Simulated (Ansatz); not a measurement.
# Nb wire along [111], 19 atoms a period: bands along the axis, part 2 of 2

Aim: is the Nb wire along [111], 19 atoms a period a metal or a semiconductor?

Ansatz 0.2.0; DFT PBE, plane waves, PAW; relaxation of a wire's period; PAW set soft_1 (the session's first sound run).

So far: The starting structure; Relaxation of atoms and period.

### Step 2. Relaxation of atoms and period (continued)

The steps of the relaxation:

```
step  energy less that of the first step (eV)  largest force component (eV/Å)  pressure (GPa)  volume (Å³)
   1                                   0.0000                          1.4026           -4.74       815.86
   2                                  -1.2793                          0.7403            0.96       780.00
   3                                  -1.4250                          0.1868           -0.20       784.66
   4                                  -1.4451                          0.1161           -0.19       782.22
   5                                  -1.4543                          0.0459           -0.04       779.91
   6                                  -1.4593                          0.0122           -0.03       776.46
  7*                                  -1.4574                          0.0123           -0.03       776.46
```

Relaxation steps marked * repeat the geometry before them on a plane-wave basis chosen anew for their cell, so energy and pressure can jump there.

Forces are held to the 4 operations that the run works with; a distortion that breaks them can't arise in this run.

| cell as run | before | after | change |
| --- | --- | --- | --- |
| c (Å) | 2.867 | 2.728 | -4.8 % |

The atoms that moved most (Å, along periodic axes as changes of fractional coordinates times the final cell, across vacuum about the mean position):

```csv
atom,dx,dy,dz,length
Nb14,0.000,-0.145,0.077,0.165
Nb7,0.000,0.145,-0.077,0.165
Nb10,-0.114,-0.072,-0.076,0.155
Nb16,-0.114,0.072,0.076,0.155
Nb5,0.114,-0.072,-0.076,0.155
Nb11,0.114,0.072,0.076,0.155
Nb6,-0.007,0.000,0.028,0.028
Nb12,-0.007,0.000,-0.028,0.028
```

The relaxed structure:

```cif
data_structure
_symmetry_space_group_name_H-M 'P 1'
_symmetry_Int_Tables_number 1
_cell_length_a 16.1620
_cell_length_b 17.6100
_cell_length_c 2.7281
_cell_angle_alpha 90.000
_cell_angle_beta 90.000
_cell_angle_gamma 90.000
_cell_volume 776.46
loop_
_atom_site_label
_atom_site_type_symbol
_atom_site_fract_x
_atom_site_fract_y
_atom_site_fract_z
_atom_site_occupancy
Nb1 Nb 0.20880 0.50001 0.00000 1
Nb2 Nb 0.35457 0.73072 0.99947 1
Nb3 Nb 0.50000 0.50001 0.00000 1
Nb4 Nb 0.64543 0.73072 0.99947 1
Nb5 Nb 0.21744 0.64941 0.30539 1
Nb6 Nb 0.35477 0.42326 0.34343 1
Nb7 Nb 0.50000 0.20133 0.30507 1
Nb8 Nb 0.50000 0.65347 0.34296 1
Nb9 Nb 0.64523 0.42326 0.34343 1
Nb10 Nb 0.78256 0.64941 0.30539 1
Nb11 Nb 0.21744 0.35061 0.69461 1
Nb12 Nb 0.35477 0.57676 0.65657 1
Nb13 Nb 0.50000 0.34655 0.65704 1
Nb14 Nb 0.50000 0.79870 0.69493 1
Nb15 Nb 0.64523 0.57676 0.65657 1
Nb16 Nb 0.78256 0.35061 0.69461 1
Nb17 Nb 0.35457 0.26930 0.00053 1
Nb18 Nb 0.64543 0.26930 0.00053 1
Nb19 Nb 0.79120 0.50001 0.00000 1
```

Numbers from this step:

```yaml
energy_at_zero_smearing: -86479.0451 eV
cell_length_along_the_wire: 2.728 Å
```

The cell's length comes to 2.728 Å with spin left out.

### Step 3. The perfect wire

This step: DFT PBE, plane waves, PAW; bands of a perfect wire; PAW set soft_1 (Ansatz 0.2.0).

At the relaxed period the bands are computed along the axis; those that cross an energy going forward count the channels that a perfect wire would open there.

input.yaml

```yaml
crystal:
  lattice:
    - [16.162, 0.0, 0.0]
    - [0.0, 17.61, 0.0]
    - [0.0, 0.0, 2.7281414601]
  atoms:
    - { symbol: Nb, position: [0.208802432, 0.500011775, 0.0] }
    - { symbol: Nb, position: [0.354569057, 0.73071891, 0.999471631] }
    - { symbol: Nb, position: [0.5, 0.500011775, 0.0] }
    - { symbol: Nb, position: [0.645430943, 0.73071891, 0.999471631] }
    - { symbol: Nb, position: [0.217437672, 0.649414527, 0.305388967] }
    - { symbol: Nb, position: [0.354768151, 0.423262585, 0.343429898] }
    - { symbol: Nb, position: [0.5, 0.201328398, 0.305074445] }
    - { symbol: Nb, position: [0.5, 0.653469474, 0.342964852] }
    - { symbol: Nb, position: [0.645231849, 0.423262585, 0.343429898] }
    - { symbol: Nb, position: [0.782562328, 0.649414527, 0.305388967] }
    - { symbol: Nb, position: [0.217437672, 0.350609024, 0.694611033] }
    - { symbol: Nb, position: [0.354768151, 0.576760965, 0.656570102] }
    - { symbol: Nb, position: [0.5, 0.346554077, 0.657035148] }
    - { symbol: Nb, position: [0.5, 0.798695153, 0.694925555] }
    - { symbol: Nb, position: [0.645231849, 0.576760965, 0.656570102] }
    - { symbol: Nb, position: [0.782562328, 0.350609024, 0.694611033] }
    - { symbol: Nb, position: [0.354569057, 0.26930464, 0.000528369] }
    - { symbol: Nb, position: [0.645430943, 0.26930464, 0.000528369] }
    - { symbol: Nb, position: [0.791197568, 0.500011775, 0.0] }
kpoints:
  mp_grid: { grid: [1, 1, 30] }
  band_path: { path: ["Γ", Z], npoints: 90 }
scf:
  occupations: { method: fermi_dirac, width: 0.05 }
hamiltonian:
  xc: pbe
  pseudopotentials: { kind: paw, azcp: { folder: soft_1 } }
output:
  dos: { e_range: [-5, 4] }
  write_potential: true
  write_density: true
  volumetric_format: npy
```

Command:

```sh
ansatz run input.yaml --threads 4 --pin off --max-ram 16384MiB --backend cpu --events-out ev --progress --plain --runs-dir out
```

Numbers of over 12 decimals in the logs are rounded to 6 here.

Output:

```text
[...]
Crystal: 19 atoms, lattice volume = 776.464 Å³
Basis set: ecut = 420 eV, 15241 PW (Γ)
Bands: 149, of which v1, the nominal top of the filled ones, is band 124 counted from 1 (123 counted from 0)
Symmetry: 4 space group operations
[...]
k-points: 16 of 30
[...]
SCF iter   1: F=—  HF=-86501.186613 eV  |F-HF|=—  |Δ(HF+E_count)|=         —  Δρ=6.01e-2  dr2=2.52e2  ethr=3.10e-3  ⟨swp⟩=9.4  Hψ=11367  notcnv=0  defer=16
[...]
SCF iter  12: F=-86479.153015 eV  HF=-86479.153015 eV  |F-HF|=4.77e-8  |Δ(HF+E_count)|=   4.53e-9  Δρ=1.58e-6  dr2=6.65e-8  ethr=4.05e-11  ⟨swp⟩=18.6  Hψ=9231  notcnv=0
SCF 1 converged in 12 iterations: F = -86479.153015 eV  dr2 = 6.65e-8
[...]
NSCF: frozen V_eff on 91 k-points
WARN: The output density's exchange-correlation potential varies sharply where the density is thin. Do not read a vacuum level from v_tot or v_xc, or from such a field of the output density. On a cell that repeats whose density bears no net charge and no dipole along the vacuum's axis use v_es (v_loc + v_h of the components); under efield.dipole_correction with no amplitude use v_es + v_field, which holds any externa [...]
SCF converged after 12 iterations
Free energy (F): -86479.153015 eV
[...]
Internal energy: -86478.936070 eV  (E = F + TS)
E sigma→0 (E₀):  -86479.044543 eV
Entropy (-TS):   -0.216945 eV (-11.418 meV/atom)
Fermi energy:    5.834609 eV
[...]
--- Band table (eV; the first three rows and the last of 16) ---
  k-point 0: bands = [... 120 lower, 5.3689, 5.5174, 5.6617, 5.7437, 5.7528, 5.7857, 5.8880, 6.0490, ... 21 higher]
  k-point 1: bands = [... 120 lower, 5.3992, 5.5215, 5.6466, 5.6931, 5.7155, 5.8089, 5.8944, 6.0257, ... 21 higher]
  k-point 2: bands = [... 120 lower, 5.4559, 5.5677, 5.6032, 5.6033, 5.6283, 5.8127, 5.8846, 5.9648, ... 21 higher]
  k-point 15: bands = [... 120 lower, 6.2558, 6.3039, 6.5004, 6.5067, 6.5078, 6.5097, 6.8710, 6.8754, ... 21 higher]
```

Wall time 4.1 min (4 threads of Intel Xeon Platinum 8259CL at 2.50GHz (Skylake/Cascade Lake), shared host); peak memory 5.6 GiB; 16 min of CPU time.

The column dr2 measures how far the density is from self-consistency, as an energy; F and HF (Harris–Foulkes) agree once it is small.

This step gave:

- energy at zero smearing: -86479.0445 eV
- band gap: 0 eV

Electronic bands along the path, in eV, zero at the Fermi level; # counts the bands kept:

```csv
point,#44,#45,#46,#47,#48,#49,#50,#51
Γ,-0.61,-0.47,-0.32,-0.17,-0.09,-0.08,-0.05,0.05
halfway,-0.27,-0.26,-0.02,-0.01,0.01,0.10,0.13,0.17
Z,0.41,0.42,0.47,0.67,0.67,0.67,0.68,1.04
```

Between Γ and Z the bands cross the Fermi level 16 times, so a perfect wire would conduct at least 16 G₀, with spin left out.

### Step 4. What came out

* cell length, PBE: 2.728 Å
* ballistic conductance by band crossings, a lower bound, PBE: 16 G₀

**Reading.** Under PBE the cell's length is 2.73 Å, and the bands cross the Fermi level 16 times between Γ and Z, which gives a perfect wire at least 16 G₀ (opposite crossings within one step of the path cancel in such a count). No spin was allowed, though thin wires with open d shells can turn magnetic.

[Logs are printed without paths, hosts, clocks, repeated set-up lines and the standing remarks that a program may print on its own settings, such as how far it seeks lower states.]

[Hosts, paths, dates, database ids (printed as entryN), source tags and the programs' standing remarks are cut or masked in the printed files.]
